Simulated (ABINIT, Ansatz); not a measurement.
# BaMg2Sb2 (P-3m1): G0W0 with ABINIT, start to end, part 2 of 3

How does a plane-wave GW calculation on BaMg2Sb2 (P-3m1) run from the first input to the gap?

ABINIT 10.8.3; LDA and many-body steps on it, plane waves. Known limits of the many-body steps: not at the basis limit; no spin-orbit coupling; coarse k mesh.

So far. Step 2 (Ground state): The gap is indirect, with the least direct gap 0.64 eV higher.

### 3. Bands along the symmetry lines

Level of this step: DFT, LDA, plane waves, norm-conserving pseudopotentials (ABINIT).

The cheap functional maps the bands first; the places of the edges decide which points the dearer methods must see.

Contents of run.abi:

```
acell 3*1.0 Angstrom
rprim 
  4.770000000028 -0.000000000006 0.000000000000
  -2.385000000008 4.130941176079 0.000000000000
  0.000000000000 0.000000000000 8.100000000000
ntypat 3
znucl 56 12 51
natom 5
typat 1 2 2 3 3
xred 
  0.000000000000 0.000000000000 0.000000000000
  0.333333333333 0.666666666667 0.624700000000
  0.666666666667 0.333333333333 0.375300000000
  0.333333333333 0.666666666667 0.268000000000
  0.666666666667 0.333333333333 0.732000000000
pp_dirpath "pseudos"
pseudos "Ba.upf, Mg.upf, Sb.upf"
ecut 40
iscf -2
irdden 1
kptopt 0
nkpt 75
kpt 
  0.00000000 0.00000000 0.00000000
  0.06250000 0.00000000 0.00000000
  0.12500000 0.00000000 0.00000000
  0.18750000 0.00000000 0.00000000
  0.25000000 0.00000000 0.00000000
  0.31250000 0.00000000 0.00000000
  0.37500000 0.00000000 0.00000000
  0.43750000 0.00000000 0.00000000
  0.50000000 0.00000000 0.00000000
  0.47916667 0.04166667 0.00000000
  0.45833333 0.08333333 0.00000000
  0.43750000 0.12500000 0.00000000
  0.41666666 0.16666666 0.00000000
  0.39583333 0.20833333 0.00000000
  0.37500000 0.25000000 0.00000000
  0.35416666 0.29166666 0.00000000
  0.33333333 0.33333333 0.00000000
  0.29166666 0.29166666 0.00000000
  0.25000000 0.25000000 0.00000000
  0.20833333 0.20833333 0.00000000
  0.16666666 0.16666666 0.00000000
  0.12500000 0.12500000 0.00000000
  0.08333333 0.08333333 0.00000000
  0.04166667 0.04166667 0.00000000
  0.00000000 0.00000000 0.00000000
  0.00000000 0.00000000 0.06250000
  0.00000000 0.00000000 0.12500000
  0.00000000 0.00000000 0.18750000
  0.00000000 0.00000000 0.25000000
  0.00000000 0.00000000 0.31250000
  0.00000000 0.00000000 0.37500000
  0.00000000 0.00000000 0.43750000
  0.00000000 0.00000000 0.50000000
  0.06250000 0.00000000 0.50000000
  0.12500000 0.00000000 0.50000000
  0.18750000 0.00000000 0.50000000
  0.25000000 0.00000000 0.50000000
  0.31250000 0.00000000 0.50000000
  0.37500000 0.00000000 0.50000000
  0.43750000 0.00000000 0.50000000
  0.50000000 0.00000000 0.50000000
  0.47916667 0.04166667 0.50000000
  0.45833333 0.08333333 0.50000000
  0.43750000 0.12500000 0.50000000
  0.41666666 0.16666666 0.50000000
  0.39583333 0.20833333 0.50000000
  0.37500000 0.25000000 0.50000000
  0.35416666 0.29166666 0.50000000
  0.33333333 0.33333333 0.50000000
  0.29166666 0.29166666 0.50000000
  0.25000000 0.25000000 0.50000000
  0.20833333 0.20833333 0.50000000
  0.16666666 0.16666666 0.50000000
  0.12500000 0.12500000 0.50000000
  0.08333333 0.08333333 0.50000000
  0.04166667 0.04166667 0.50000000
  0.00000000 0.00000000 0.50000000
  0.50000000 0.00000000 0.50000000
  0.50000000 0.00000000 0.43750000
  0.50000000 0.00000000 0.37500000
  0.50000000 0.00000000 0.31250000
  0.50000000 0.00000000 0.25000000
  0.50000000 0.00000000 0.18750000
  0.50000000 0.00000000 0.12500000
  0.50000000 0.00000000 0.06250000
  0.50000000 0.00000000 0.00000000
  0.33333333 0.33333333 0.50000000
  0.33333333 0.33333333 0.43750000
  0.33333333 0.33333333 0.37500000
  0.33333333 0.33333333 0.31250000
  0.33333333 0.33333333 0.25000000
  0.33333333 0.33333333 0.18750000
  0.33333333 0.33333333 0.12500000
  0.33333333 0.33333333 0.06250000
  0.33333333 0.33333333 0.00000000
istwfk *1
nband 45
nbdbuf 2
tolwfr 1e-08
nstep 40
prtwf 0
prtvol 0
indata_prefix "in"
outdata_prefix "out"
tmpdata_prefix "tmp"
```

Launch:

```console
> OMP_NUM_THREADS=1 mpirun -n 4 abinit run.abi > log
```

Numbers of over 12 decimals in the logs are rounded to 6 here.

The program printed:

```text
.Version 10.8.3 of ABINIT. v10.8.2 released Aug 2026.

 Symmetries : space group P-3 m 1 (#164); Bravais hP (primitive hexag.)
[... echo of the input left out ...]
== DATASET  1 ==================================================================
-   mpi_nproc: 4, omp_nthreads: 1 (-1 if OMP is not activated)

--- !DatasetInfo
iteration_state: {dtset: 1, }
dimensions: {natom: 5, nkpt: 75, mband: 45, nsppol: 1, nspinor: 1, nspden: 1, mpw: 13062, }
cutoff_energies: {ecut:  40.0, pawecutdg:  -1.0, }
electrons: {nelect:   7.60000000E+01, charge:   0.00000000E+00, occopt:   1.00000000E+00, tsmear:   1.00000000E-02, }

 Real(R)+Recip(G) space primitive vectors, cartesian coordinates (Bohr,Bohr^-1):
 R(1)=  9.0139936  0.0000000  0.0000000  G(1)=  0.1109386  0.0640504  0.0000000
 R(2)= -4.5069968  7.8063475  0.0000000  G(2)=  0.0000000  0.1281009  0.0000000
 R(3)=  0.0000000  0.0000000 15.3067816  G(3)=  0.0000000  0.0000000  0.0653305
 Unit cell volume ucvol=  1.0770826E+03 bohr^3
 Angles (23,13,12)=  9.00000000E+01  9.00000000E+01  1.20000000E+02 degrees

 getcut: wavevector=  0.0000  0.0000  0.0000  ngfft=  54  54  90
         ecut(hartree)=     40.000   => boxcut(ratio)=   2.06521

--- Pseudopotential description ------------------------------------------------
- Ba Generated using ONCVPSP code by D. R. Hamann
- 56.00000  10.00000  180309                  znucl, zion, pspdat
12 -1012 2 -1 1912                            pspcod,pspxc,lmax,lloc,mmax
     nproj     2     2     2
  pspatm : epsatm=   25.95172157
         --- l  ekb(1:nproj) -->
             0    6.668455    0.685657
             1    5.046948    0.410312
             2    2.551809    0.419281
 pspatm: atomic psp has been read  and splines computed

- Mg Generated using ONCVPSP code by D. R. Hamann
- 12.00000  10.00000  180309                  znucl, zion, pspdat
12 -1012 1 -1 1510                            pspcod,pspxc,lmax,lloc,mmax
     nproj     2     2     0
  pspatm : epsatm=    9.23542517
         --- l  ekb(1:nproj) -->
[...]
pspatm: atomic psp has been read  and splines computed

- Sb Generated using ONCVPSP code by D. R. Hamann
- 51.00000  23.00000  180309                  znucl, zion, pspdat
12 -1012 2 -1 1416                            pspcod,pspxc,lmax,lloc,mmax
     nproj     2     2     2
  pspatm : epsatm=   28.31692806
         --- l  ekb(1:nproj) -->
[...]
pspatm: atomic psp has been read  and splines computed

--------------------------------------------------------------------------------

================================================================================
 prteigrs : about to open file out_EIG
 Non-SCF case, kpt    1 (  0.00000  0.00000  0.00000), residuals and eigenvalues=
  4.56E-09  3.67E-09  3.90E-09  5.59E-09  3.33E-09  9.67E-09  1.98E-09  2.62E-09
  2.80E-09  1.58E-09  9.75E-09  2.95E-09  4.70E-09  9.29E-09  1.72E-09  3.05E-09
[...]
Non-SCF case, kpt   75 (  0.33333  0.33333  0.00000), residuals and eigenvalues=
[...]
-1.2353E-01 -1.2353E-01  6.2111E-02  6.2111E-02  8.0232E-02  1.3389E-01
  1.3389E-01  1.3595E-01  2.7929E-01  2.9339E-01  2.9339E-01  3.0134E-01
[...]
--- !ResultsGS
iteration_state: {dtset: 1, }
comment   : Summary of ground state results
lattice_vectors:
- [  9.0139936,  -0.0000000,   0.0000000, ]
- [ -4.5069968,   7.8063475,   0.0000000, ]
- [  0.0000000,   0.0000000,  15.3067816, ]
lattice_lengths: [   9.01399,    9.01399,   15.30678, ]
lattice_angles: [ 90.000,  90.000, 120.000, ] # degrees, (23, 13, 12)
lattice_volume:   1.0770826E+03
convergence: {deltae:  0.000E+00, res2:  0.000E+00, residm:  9.999E-09, diffor:  0.000E+00, }
etotal    :  -6.52486106E+02
entropy   :   0.00000000E+00
fermie    :   1.82057405E-01
cartesian_stress_tensor: null
pressure_GPa: null
xred      :
- [  0.0000E+00,   0.0000E+00,   0.0000E+00, Ba]
- [  3.3333E-01,   6.6667E-01,   6.2470E-01, Mg]
- [  6.6667E-01,   3.3333E-01,   3.7530E-01, Mg]
- [  3.3333E-01,   6.6667E-01,   2.6800E-01, Sb]
- [  6.6667E-01,   3.3333E-01,   7.3200E-01, Sb]
cartesian_forces: null
force_length_stats: {min: null, max: null, mean: null, }

 Integrated electronic density in atomic spheres:
 ------------------------------------------------
 Atom  Sphere_radius  Integrated_density
[...]
================================================================================

 ----iterations are completed or convergence reached----

 Mean square residual over all n,k,spin=   46.512E-10; max=  99.986E-10
 reduced coordinates (array xred) for    5 atoms
[...]
0.333333333333      0.666666666667      0.268000000000
       0.666666666667      0.333333333333      0.732000000000

 cartesian coordinates (angstrom) at end:
    1      0.000000     0.000000     0.000000
    2      4e-12     2.753961     5.060070
    3      2.385000     1.376980     3.039930
    4      4e-12     2.753961     2.170800
    5      2.385000     1.376980     5.929200
 length scales=  1.889726125908  1.889726125908  1.889726125908 bohr
              =  1.000000000000  1.000000000000  1.000000000000 angstroms
 prteigrs : about to open file out_EIG
 Eigenvalues (hartree) for nkpt=  75  k points:
 kpt#   1, nband= 45, wtk=  1.00000, kpt=  0.0000  0.0000  0.0000 (reduced coord)
[...]
kpt#   2, nband= 45, wtk=  1.00000, kpt=  0.0625  0.0000  0.0000 (reduced coord)
[...]
kpt#   3, nband= 45, wtk=  1.00000, kpt=  0.1250  0.0000  0.0000 (reduced coord)
[...]
kpt#  74, nband= 45, wtk=  1.00000, kpt=  0.3333  0.3333  0.0625 (reduced coord)
[...]
0.28825    0.30690    0.30690    0.31636    0.39268
 kpt#  75, nband= 45, wtk=  1.00000, kpt=  0.3333  0.3333  0.0000 (reduced coord)
[...]
-0.83080   -0.83079   -0.83034   -0.29681   -0.29681   -0.29302   -0.12353   -0.12353
   0.06211    0.06211    0.08023    0.13389    0.13389    0.13595    0.27929    0.29339
   0.29339    0.30134    0.30134    0.31607    0.39663

== END DATASET(S) ==============================================================
================================================================================

 -outvars: echo values of variables after computation  --------
            nband          45
             nkpt          75
          spgroup         164
 [... the other variables as echoed above ...]

 Calculation completed.
```

Elapsed: 4.3 min, on 4 MPI ranks of Intel Xeon Platinum 8488C (Sapphire Rapids), shared host; peak memory 1.1 GiB; 17 min of CPU time.

Numbers from this step:

```yaml
gap: 0.7837 eV
k_of_the_valence_top: 0, 0, 0
k_of_the_conduction_bottom: 0.5, 0, 0
least_direct_gap: 1.421 eV
```

The gap is 0.784 eV, as in the run before at this level.

Electronic bands along the path, in eV, zero at the top of the highest filled band:

```tsv
point	band 35	band 36	band 37	band 38	band 39	band 40	band 41	band 42
Γ	-0.99	-0.04	0.00	0.00	1.42	1.46	2.08	2.64
halfway	-1.78	-1.16	-0.70	-0.62	1.34	2.25	3.18	3.18
M	-1.55	-1.55	-1.32	-1.04	0.78	2.69	3.00	3.80
halfway	-2.13	-1.50	-1.37	-1.11	1.74	2.82	3.12	3.46
K	-2.77	-1.31	-1.31	-1.25	2.65	3.03	3.03	3.25
halfway	-2.12	-1.42	-1.10	-0.47	1.89	2.14	2.88	3.31
Γ	-0.99	-0.04	0.00	0.00	1.42	1.46	2.08	2.64
halfway	-0.88	-0.88	-0.21	-0.21	1.38	2.14	2.53	2.53
A	-0.65	-0.65	-0.53	-0.53	1.35	2.29	2.43	2.43
halfway	-1.26	-1.25	-1.04	-0.48	1.50	2.46	2.65	2.99
L	-1.79	-1.64	-0.59	-0.55	1.01	1.71	2.50	2.94
halfway	-2.00	-1.72	-1.25	-0.86	1.44	2.31	2.74	3.38
H	-2.31	-1.98	-1.29	-1.29	2.04	2.04	3.59	3.67
halfway	-1.42	-1.26	-1.07	-0.85	1.92	2.08	2.90	3.18
A	-0.65	-0.65	-0.53	-0.53	1.35	2.29	2.43	2.43
jump to L	-1.79	-1.64	-0.59	-0.55	1.01	1.71	2.50	2.94
halfway	-1.67	-1.53	-1.07	-0.75	0.88	2.27	2.66	3.34
M	-1.55	-1.55	-1.32	-1.04	0.78	2.69	3.00	3.80
jump to H	-2.31	-1.98	-1.29	-1.29	2.04	2.04	3.59	3.67
halfway	-2.62	-1.55	-1.30	-1.30	2.35	2.35	3.03	3.75
K	-2.77	-1.31	-1.31	-1.25	2.65	3.03	3.03	3.25
```

### 4. Empty states on the mesh, 3×3×1 mesh, 325 bands

The sums over transitions need many empty states on a uniform mesh; this step solves for them.

Contents of run.abi:

```
acell 3*1.0 Angstrom
rprim 
  4.770000000028 -0.000000000006 0.000000000000
  -2.385000000008 4.130941176079 0.000000000000
  0.000000000000 0.000000000000 8.100000000000
ntypat 3
znucl 56 12 51
natom 5
typat 1 2 2 3 3
xred 
  0.000000000000 0.000000000000 0.000000000000
  0.333333333333 0.666666666667 0.624700000000
  0.666666666667 0.333333333333 0.375300000000
  0.333333333333 0.666666666667 0.268000000000
  0.666666666667 0.333333333333 0.732000000000
pp_dirpath "pseudos"
pseudos "Ba.upf, Mg.upf, Sb.upf"
ecut 40
ngkpt 3 3 1
nshiftk 1
shiftk 0 0 0
kptopt 1
chksymbreak 0
iscf -2
irdden 1
istwfk *1
nband 325
nbdbuf 28
tolwfr 1e-09
nstep 60
prtvol 0
indata_prefix "in"
outdata_prefix "out"
tmpdata_prefix "tmp"
```

The program printed:

```text
.Version 10.8.3 of ABINIT. v10.8.2 released Aug 2026.

 Symmetries : space group P-3 m 1 (#164); Bravais hP (primitive hexag.)
[... echo of the input left out ...]
== DATASET  1 ==================================================================
-   mpi_nproc: 4, omp_nthreads: 1 (-1 if OMP is not activated)
-    --> not optimal distribution: autoparal keyword recommended in input file <--

--- !DatasetInfo
iteration_state: {dtset: 1, }
dimensions: {natom: 5, nkpt: 3, mband: 325, nsppol: 1, nspinor: 1, nspden: 1, mpw: 13038, }
cutoff_energies: {ecut:  40.0, pawecutdg:  -1.0, }
electrons: {nelect:   7.60000000E+01, charge:   0.00000000E+00, occopt:   1.00000000E+00, tsmear:   1.00000000E-02, }

 Real(R)+Recip(G) space primitive vectors, cartesian coordinates (Bohr,Bohr^-1):
 R(1)=  9.0139936  0.0000000  0.0000000  G(1)=  0.1109386  0.0640504  0.0000000
 R(2)= -4.5069968  7.8063475  0.0000000  G(2)=  0.0000000  0.1281009  0.0000000
 R(3)=  0.0000000  0.0000000 15.3067816  G(3)=  0.0000000  0.0000000  0.0653305
 Unit cell volume ucvol=  1.0770826E+03 bohr^3
 Angles (23,13,12)=  9.00000000E+01  9.00000000E+01  1.20000000E+02 degrees

 getcut: wavevector=  0.0000  0.0000  0.0000  ngfft=  54  54  90
         ecut(hartree)=     40.000   => boxcut(ratio)=   2.06521

--- Pseudopotential description ------------------------------------------------
- Ba Generated using ONCVPSP code by D. R. Hamann
- 56.00000  10.00000  180309                  znucl, zion, pspdat
12 -1012 2 -1 1912                            pspcod,pspxc,lmax,lloc,mmax
     nproj     2     2     2
  pspatm : epsatm=   25.95172157
         --- l  ekb(1:nproj) -->
             0    6.668455    0.685657
             1    5.046948    0.410312
             2    2.551809    0.419281
 pspatm: atomic psp has been read  and splines computed

- Mg Generated using ONCVPSP code by D. R. Hamann
- 12.00000  10.00000  180309                  znucl, zion, pspdat
12 -1012 1 -1 1510                            pspcod,pspxc,lmax,lloc,mmax
     nproj     2     2     0
  pspatm : epsatm=    9.23542517
         --- l  ekb(1:nproj) -->
[...]
pspatm: atomic psp has been read  and splines computed

- Sb Generated using ONCVPSP code by D. R. Hamann
- 51.00000  23.00000  180309                  znucl, zion, pspdat
12 -1012 2 -1 1416                            pspcod,pspxc,lmax,lloc,mmax
     nproj     2     2     2
  pspatm : epsatm=   28.31692806
         --- l  ekb(1:nproj) -->
[...]
pspatm: atomic psp has been read  and splines computed

--------------------------------------------------------------------------------

================================================================================
 prteigrs : about to open file out_EIG
 Non-SCF case, kpt    1 (  0.00000  0.00000  0.00000), residuals and eigenvalues=
  5.68E-10  4.03E-10  5.84E-10  5.16E-10  5.87E-10  6.09E-10  6.71E-10  7.14E-10
  6.99E-10  4.67E-10  8.17E-10  5.88E-10  9.11E-10  6.40E-10  4.67E-10  4.99E-10
  2.01E-10  3.39E-10  3.65E-10  3.33E-10  3.82E-10  4.02E-10  4.33E-10  2.66E-10
[...]
3.38E-05  2.03E-05  6.26E-05  1.24E-04  4.08E-04
 -5.0544E+00 -5.0544E+00 -3.3312E+00 -3.3312E+00 -3.3312E+00 -3.3312E+00
 -3.3311E+00 -3.3311E+00 -2.5805E+00 -2.5805E+00 -1.3835E+00 -1.3834E+00
 -1.3834E+00 -1.3834E+00 -1.3832E+00 -1.3832E+00 -8.3776E-01 -8.3146E-01
[...]
2.9008E+00  2.9106E+00  2.9106E+00  2.9250E+00  2.9342E+00  2.9342E+00
  2.9488E+00  2.9488E+00  2.9565E+00  2.9622E+00  2.9623E+00  3.0049E+00
  3.0080E+00
 prteigrs : prtvol=0 or 1, do not print more k-points.

--- !ResultsGS
iteration_state: {dtset: 1, }
comment   : Summary of ground state results
lattice_vectors:
- [  9.0139936,  -0.0000000,   0.0000000, ]
- [ -4.5069968,   7.8063475,   0.0000000, ]
- [  0.0000000,   0.0000000,  15.3067816, ]
lattice_lengths: [   9.01399,    9.01399,   15.30678, ]
lattice_angles: [ 90.000,  90.000, 120.000, ] # degrees, (23, 13, 12)
lattice_volume:   1.0770826E+03
convergence: {deltae:  0.000E+00, res2:  0.000E+00, residm:  9.863E-10, diffor:  0.000E+00, }
etotal    :  -6.52486106E+02
entropy   :   0.00000000E+00
fermie    :   1.82057405E-01
cartesian_stress_tensor: null
pressure_GPa: null
xred      :
- [  0.0000E+00,   0.0000E+00,   0.0000E+00, Ba]
- [  3.3333E-01,   6.6667E-01,   6.2470E-01, Mg]
- [  6.6667E-01,   3.3333E-01,   3.7530E-01, Mg]
- [  3.3333E-01,   6.6667E-01,   2.6800E-01, Sb]
- [  6.6667E-01,   3.3333E-01,   7.3200E-01, Sb]
cartesian_forces: null
force_length_stats: {min: null, max: null, mean: null, }

 Integrated electronic density in atomic spheres:
 ------------------------------------------------
 Atom  Sphere_radius  Integrated_density
[...]
================================================================================

 ----iterations are completed or convergence reached----

 Mean square residual over all n,k,spin=   30.278E-11; max=  98.628E-11
 reduced coordinates (array xred) for    5 atoms
[...]
0.333333333333      0.666666666667      0.268000000000
       0.666666666667      0.333333333333      0.732000000000

 cartesian coordinates (angstrom) at end:
    1      0.000000     0.000000     0.000000
    2      4e-12     2.753961     5.060070
    3      2.385000     1.376980     3.039930
    4      4e-12     2.753961     2.170800
    5      2.385000     1.376980     5.929200
 length scales=  1.889726125908  1.889726125908  1.889726125908 bohr
              =  1.000000000000  1.000000000000  1.000000000000 angstroms
 prteigrs : about to open file out_EIG
 Eigenvalues (hartree) for nkpt=   3  k points:
 kpt#   1, nband=325, wtk=  0.11111, kpt=  0.0000  0.0000  0.0000 (reduced coord)
[...]
2.86371    2.86371    2.86701    2.89128    2.89128    2.89537    2.89612    2.89612
   2.90083    2.91058    2.91058    2.92500    2.93420    2.93421    2.94875    2.94878
   2.95653    2.96221    2.96225    3.00493    3.00801
 prteigrs : prtvol=0 or 1, do not print more k-points.

== END DATASET(S) ==============================================================
================================================================================

 -outvars: echo values of variables after computation  --------
            nband         325
             nkpt           3
          spgroup         164
 [... the other variables as echoed above ...]

 Calculation completed.
```

Elapsed: 5 min, on 4 MPI ranks; peak memory 0.63 GiB.

This step gave:

| Property | Result |
| --- | --- |
| gap | 1.039 eV |
| k of the valence top | 0, 0, 0 |
| k of the conduction bottom | 0.3333, 0, 0 |
| least direct gap | 1.421 eV |
| k points computed | 3 |
| lowest point of the top converged band, above the valence top | 71.9189 eV |

On this mesh the gap is 1.039 eV. The earlier step found 0.784 eV, so this mesh misses an edge.

(Continued in part 3 of 3.)

[Paths, hosts, dates, memory and timing lines, banners, echoed tables and standing remarks are left out of the program output.]

[Logs are printed without paths, hosts, clocks, repeated set-up lines and the standing remarks that a program may print on its own settings, such as how far it seeks lower states.]

[Runs of the session that timed out or met a known fault of the program may be left out.]

[Hosts, paths, dates, database ids (printed as entryN), source tags and the programs' standing remarks are cut or masked in the printed files.]

[G0W0 gaps are taken among the corrected bands and points alone; a level outside them can change the order at an edge.]

[Where Ansatz stands beside ABINIT at settings called matched, ABINIT's density can come from a denser mesh and the files from another edition; pairs whose starting gaps differed by over 0.03 eV were left out, so agreement reads better than it is.]
